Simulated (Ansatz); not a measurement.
**Ba on Cu(111): change of the work function**

How does one ordered layer of Ba (fcc site) change the work function of Cu(111), and what dipole does each adsorbate carry?

Method: plane-wave DFT, PBE, Ansatz PAW, in Ansatz 0.2.0.

## (1) Starting point

The cell holds 4 atoms: 4 Cu. Cell: a = 2.553 Å, b = 2.553 Å, c = 24.253 Å, α = 90.0°, β = 90.0°, γ = 60.0°. Vacuum lies along c.

## (2) The clean slab

The bare slab comes first, as the zero from which every change is counted. The two lowest layers are held at bulk places and the upper ones relax. The dipole correction removes the false field that a one-sided slab makes across the periodic vacuum, so each face gets a flat vacuum level of its own.

Input file input.yaml:

```yaml
crystal:
  lattice:
    - [2.5526554801, 0.0, 0.0]
    - [1.27632774, 2.2106644929, 0.0]
    - [0.0, 0.0, 24.2527034153]
  atoms:
    - { symbol: Cu, position: [0.0, 0.0, 0.3710926508] }
    - { symbol: Cu, position: [0.3333333333, 0.3333333333, 0.4570308836] }
    - { symbol: Cu, position: [0.6666666667, 0.6666666667, 0.5429691164] }
    - { symbol: Cu, position: [0.0, 0.0, 0.6289073492] }
kpoints:
  mp_grid: { grid: [12, 12, 1] }
hamiltonian:
  xc: pbe
scf:
  occupations: { method: fermi_dirac, width: 0.1 }
  convergence: { dr2_threshold: 1.0e-08 }
efield:
  axis: 3
  dipole_correction: true
  ramp_position: 0.97
  ramp_width: 0.06
relax:
  f_tol: 0.02
  max_steps: 60
  constraints: [{ sites: [0, 1] }]
output:
  write_potential: true
  write_density: true
  volumetric_format: npy
```

Started as:

```
ansatz run input.yaml --threads 4 --pin off --max-ram 6144MiB --backend cpu --events-out ev --progress --plain --runs-dir out
```

Log:

```text
Engine: ansatz 0.2.0, x86_64-unknown-linux-gnu
Pseudopotentials: kind: paw
Pseudopotential: Cu, paw, valence charge 19, recommended cutoff 420 eV (normal), Cu.paw.azcp
Functional definition: PBE
  parameter kappa = 0.804
  parameter beta = 0.066725
  exchange = pbe_x(kappa = kappa, mu = beta*pi^2/3)
  correlation = pbe_c(beta = beta)
Crystal: 4 atoms, lattice volume = 136.860 Å³
Basis set: ecut = 420 eV, 2739 PW (Γ), exchange–correlation on 36×36×360 points (8 copies of the dense FFT grid, shifted against one another)
Bands: 46, of which v1, the nominal top of the filled ones, is band 38 counted from 1 (37 counted from 0)
Symmetry: 6 space group operations
k-points: 19 of 144 (time reversal used)
Non-local potential: Cu, projectors of the file, l = 0: 3, l = 1: 2, l = 2: 3, l = 3: 1
PAW form: soft (Blöchl's): semilocal exchange-correlation on the pseudo side does not see the compensation charge
PAW one-centre angular grid: Cu, 590 points (default); XC on 64 Gauss nodes
Initial density: superposition of atomic densities (neutral atoms: chi_scale 0, normalization atom), corrected by the library's trained network
Initial wavefunctions: pseudopotential atomic-orbital guess
Functional: x = pbe(κ = 0.804, μ = 0.219515), c = pbe(β = 0.066725)
SCF iter   1: F=—  HF=-26499.782585 eV  |F-HF|=—  |Δ(HF+E_count)|=         —  Δρ=1.47e-3  dr2=6.66e-3  ethr=1.77e-3  p=0.000 e·Å  D=4.81e-13 V/Å  ΔV_dip=-0.00 eV  dr2_dipole=2.84e-8  V_vac-E_F(+/−)=4.73/4.73 eV  ⟨swp⟩=8.5  Hψ=3842  notcnv=0  defer=14
efield: sawtooth ramp at fractional position 0.9700 (set: `efield.ramp_position`, or a place that a band, a saddle search or an elastic batch's reference lends), width 0.0600; the density the first Hamiltonian is built on has a dipole p = 0.000 e·Å; the dipole correction subtracts the counter field D = 4.81e-13 V/Å, which shifts the + side's vacuum level by -0.00 eV against the − side's; the planar-averaged density in the ramp window peaks in size at 4.1e-5 e/Å³
preconditioner: auto → LDOS  [insulator: Δε(μ)=0.354 eV  Ē_g=8.430 eV  σ=0.100 eV  W_gap=0.62  n_scr=18 (ndim 8)  ℏωp=21.1 eV  f_vac=0.614  D(μ)=1.13/eV (n_scr^D=8)  ε∞_Penn≈7.2  β→1.0]
SCF iter   2: F=—  HF=-26499.789734 eV  |F-HF|=—  |Δ(HF+E_count)|=   7.15e-3  Δρ=2.64e-3  dr2=1.12e-2  ethr=8.77e-6  p=0.000 e·Å  D=7.48e-6 V/Å  ΔV_dip=-0.00 eV  dr2_dipole=6.76e-8  V_vac-E_F(+/−)=4.82/4.82 eV  ⟨swp⟩=2.9  Hψ=2151  notcnv=0  defer=27
SCF iter   3: F=—  HF=-26499.788174 eV  |F-HF|=—  |Δ(HF+E_count)|=   1.56e-3  Δρ=2.15e-3  dr2=3.58e-3  ethr=8.77e-6  p=-0.000 e·Å  D=-6.60e-6 V/Å  ΔV_dip=0.00 eV  dr2_dipole=3.90e-9  V_vac-E_F(+/−)=4.78/4.78 eV  ⟨swp⟩=2.0  Hψ=1532  notcnv=0  defer=27
SCF iter   4: F=—  HF=-26499.787355 eV  |F-HF|=—  |Δ(HF+E_count)|=   8.19e-4  Δρ=2.43e-4  dr2=1.31e-4  ethr=4.72e-6  p=-0.000 e·Å  D=-1.35e-6 V/Å  ΔV_dip=0.00 eV  dr2_dipole=1.40e-9  V_vac-E_F(+/−)=4.77/4.77 eV  ⟨swp⟩=2.0  Hψ=1282  notcnv=0  defer=27
SCF iter   5: F=—  HF=-26499.787342 eV  |F-HF|=—  |Δ(HF+E_count)|=   1.23e-5  Δρ=1.75e-4  dr2=3.18e-5  ethr=1.73e-7  p=-0.000 e·Å  D=-7.98e-8 V/Å  ΔV_dip=0.00 eV  dr2_dipole=6.24e-13  V_vac-E_F(+/−)=4.78/4.78 eV  ⟨swp⟩=2.1  Hψ=1339  notcnv=0  defer=27
SCF iter   6: F=—  HF=-26499.787334 eV  |F-HF|=—  |Δ(HF+E_count)|=   7.85e-6  Δρ=1.60e-4  dr2=2.49e-5  ethr=4.18e-8  p=0.000 e·Å  D=1.17e-7 V/Å  ΔV_dip=-0.00 eV  dr2_dipole=5.21e-12  V_vac-E_F(+/−)=4.78/4.78 eV  ⟨swp⟩=2.3  Hψ=1426  notcnv=0  defer=27
SCF iter   7: F=—  HF=-26499.787328 eV  |F-HF|=—  |Δ(HF+E_count)|=   6.63e-6  Δρ=5.82e-5  dr2=3.29e-6  ethr=3.27e-8  p=0.000 e·Å  D=6.68e-8 V/Å  ΔV_dip=-0.00 eV  dr2_dipole=5.89e-12  V_vac-E_F(+/−)=4.78/4.78 eV  ⟨swp⟩=2.3  Hψ=1131  notcnv=0  defer=27
SCF iter   8: F=—  HF=-26499.787328 eV  |F-HF|=—  |Δ(HF+E_count)|=   5.98e-7  Δρ=1.25e-5  dr2=1.97e-7  ethr=4.33e-9  p=0.000 e·Å  D=6.35e-9 V/Å  ΔV_dip=-0.00 eV  dr2_dipole=1.12e-13  V_vac-E_F(+/−)=4.78/4.78 eV  ⟨swp⟩=2.1  Hψ=1207  notcnv=0  defer=27
SCF iter   9: F=-26499.787329 eV  HF=-26499.787329 eV  |F-HF|=4.13e-9  |Δ(HF+E_count)|=   1.91e-7  Δρ=2.16e-6  dr2=4.93e-9  ethr=1.32e-11  p=0.000 e·Å  D=6.95e-8 V/Å  ΔV_dip=-0.00 eV  dr2_dipole=6.05e-14  V_vac-E_F(+/−)=4.79/4.79 eV  ⟨swp⟩=8.3  Hψ=6816  notcnv=0
SCF 1 converged in 9 iterations: F = -26499.787329 eV  dr2 = 4.93e-9
  greatest PAW one-centre occupation: 1.000 electrons in one spin orbital (limit 2), on the Cu atom at site 3 (counted from 0), in its partial waves of l = 0
relax step   1: F+E_penalty+E_count = -26499.78732861 eV  Δ(F+E_penalty+E_count) = +0.000e0 eV  max|allowed force component| = 1.263e-2 eV/Å  Δτ_max = 0.0000 Å  (9 SCF iters, accepted)
NSCF: frozen V_eff on 19 k-points
the band table was solved once a step of the walk had ended and its energy, with any forces and stress, was formed, with the checks that follow a solve (4565 applications of the Hamiltonian). They found nothing against the state; the energy, forces and stress were not computed again (output.eigenvalues in the input reference)
WARN: The input density's exchange-correlation potential varies sharply where the density is thin. Do not read a vacuum level from v_tot or v_xc, or from such a field of the output density. On a cell that repeats whose density bears no net charge and no dipole along the vacuum's axis use v_es (v_loc + v_h of the components); under efield.dipole_correction with no amplitude use v_es + v_field, which holds any external [...]
SCF converged after 9 iterations
Free energy (F): -26499.787329 eV
Harris-Foulkes:  -26499.787329 eV  (|F-HF|=4.13e-9)
Internal energy: -26499.748950 eV  (E = F + TS)
E sigma→0 (E₀):  -26499.768139 eV
Entropy (-TS):   -0.038378 eV (-9.595 meV/atom)
Fermi energy:    2.702448 eV
Dipole field:    D = 0.000000 V/Å  (p = 0.000000 e·Å, saw-weighted, corrected)
Work function:   Φ+ = 4.7858 eV   Φ− = 4.7858 eV
Levels:          The Fermi level and band energies are counted from a zero that moves with the ramp; work functions are not
--- Per-component energies (eV) ---
  E_band       = -2495.104538
  E_kinetic    = 1198.592193
  E_local      = -181627.940899  (includes V_loc(G=0)·N_el)
  E_nonlocal   = 1563.718200
  E_hartree    = 89322.477773
  E_xc         = -355.976170
  E_vxc        = -459.154342  (∫ρ·V_xc dr)
  E_paw        = -6655.772118  (= ΣΔE_a)
  E_vpaw       = -1815.295460  (= ΣTr[D̂ρ^β])
  E_aug_tail   = 0.001085  (compensation charges beyond the density's cutoff)
  E_efield     = 0.000000  (sawtooth field / dipole correction)
  E_vefield    = 0.000000  (∫n·V_field dr)
  E_ewald      = 70055.150985
  E_smearing   = -0.038378  (= −TS)
  E_closure    = 0.000000  (closes the sum)
  Σ components = -26499.787329   (vs F -26499.787329, Δ=0.00e0)
--- Forces (eV/Å), atoms counted from 1 ---
  atom   1  Cu     0.00000000     0.00000000     0.01262852
  atom   2  Cu     0.00000000     0.00000000     0.00864278
  atom   3  Cu     0.00000000     0.00000000    -0.00864305
  atom   4  Cu    -0.00000000     0.00000000    -0.01263058
  max |Σ_I F_I| component: 2.33e-6 eV/Å
--- Band table (eV; the first three rows and the last of 19) ---
  k-point 0: bands = [... 34 lower, 0.7015, 0.9883, 0.9883, 1.1278, 1.1278, 1.4792, 2.4508, 6.9317, ... 4 higher]
  k-point 1: bands = [... 34 lower, 0.7069, 0.7722, 0.9591, 0.9858, 1.1309, 1.9111, 3.0010, 7.1104, ... 4 higher]
  k-point 2: bands = [... 34 lower, 0.6428, 0.7099, 0.9780, 1.1384, 1.2113, 2.6414, 4.1277, 7.6456, ... 4 higher]
  k-point 18: bands = [... 34 lower, 1.0442, 1.0505, 6.1270, 6.3749, 6.3749, 7.1516, 7.1516, 7.9011, ... 4 higher]
--- Relaxed structure (1 steps of the walk, 1 accepted, 0 SCFs on fresh bases) ---
  F+E_penalty+E_count = -26499.78732861 eV   max|allowed force component| = 1.263e-2 eV/Å
  atoms:
    - { symbol: Cu, position: [0.0, 0.0, 0.3710926508] }
    - { symbol: Cu, position: [0.333333, 0.333333, 0.4570308836] }
    - { symbol: Cu, position: [0.666667, 0.666667, 0.5429691164] }
    - { symbol: Cu, position: [0.0, 0.0, 0.6289073492] }
```

Wall time 7.2 s (4 threads of AMD EPYC 9R14 (Zen 4), shared host); peak memory 0.53 GiB.

Reading the cycles: dr2 is the Hartree energy of the density residual (eV), the measure of convergence; HF is the Harris–Foulkes estimate of the energy, which meets the free energy F at convergence.

No atom moved by 0.005 Å in the relaxation.

Numbers from this step:

```yaml
energy_at_zero_smearing: -26499.7681 eV
work_function_upper_face: 4.786 eV
dipole_along_the_normal: 3.55e-7 e·Å
```

Running mean over 2.084 Å of the planar mean; the ramp of the sawtooth is left out. Table of electron's electrostatic potential energy less the Fermi level by z:

| z (Å) | electron's electrostatic potential energy less the Fermi level (eV) |
| --- | --- |
| 3 | 4.79 |
| 4 | 4.79 |
| 5 | 4.78 |
| 6 | 4.73 |
| 7 | 4.11 |
| 8 | -2.75 |
| 9 | -8.54 |
| 10 | -8.78 |
| 11 | -8.83 |
| 12 | -8.81 |
| 13 | -8.82 |
| 14 | -8.79 |
| 15 | -8.69 |
| 16 | -5.25 |
| 17 | 3.41 |
| 18 | 4.68 |
| 19 | 4.78 |
| 20 | 4.79 |
| 21 | 4.79 |

The work function of the upper face is 4.79 eV.

(Continued in part 2 of 2.)

[Long decimals in the printed logs are rounded to 6 places.]

[Logs are printed without paths, hosts, clocks, repeated set-up lines and the standing remarks that a program may print on its own settings, such as how far it seeks lower states.]

[Hosts, paths, dates, database ids (printed as entryN), source tags and the programs' standing remarks are cut or masked in the printed files.]

[Maps of the electrostatic potential energy from Ansatz leave out the sawtooth potential of an applied field or a dipole correction, so their vacuum need not be flat; planar profiles and work functions include it.]
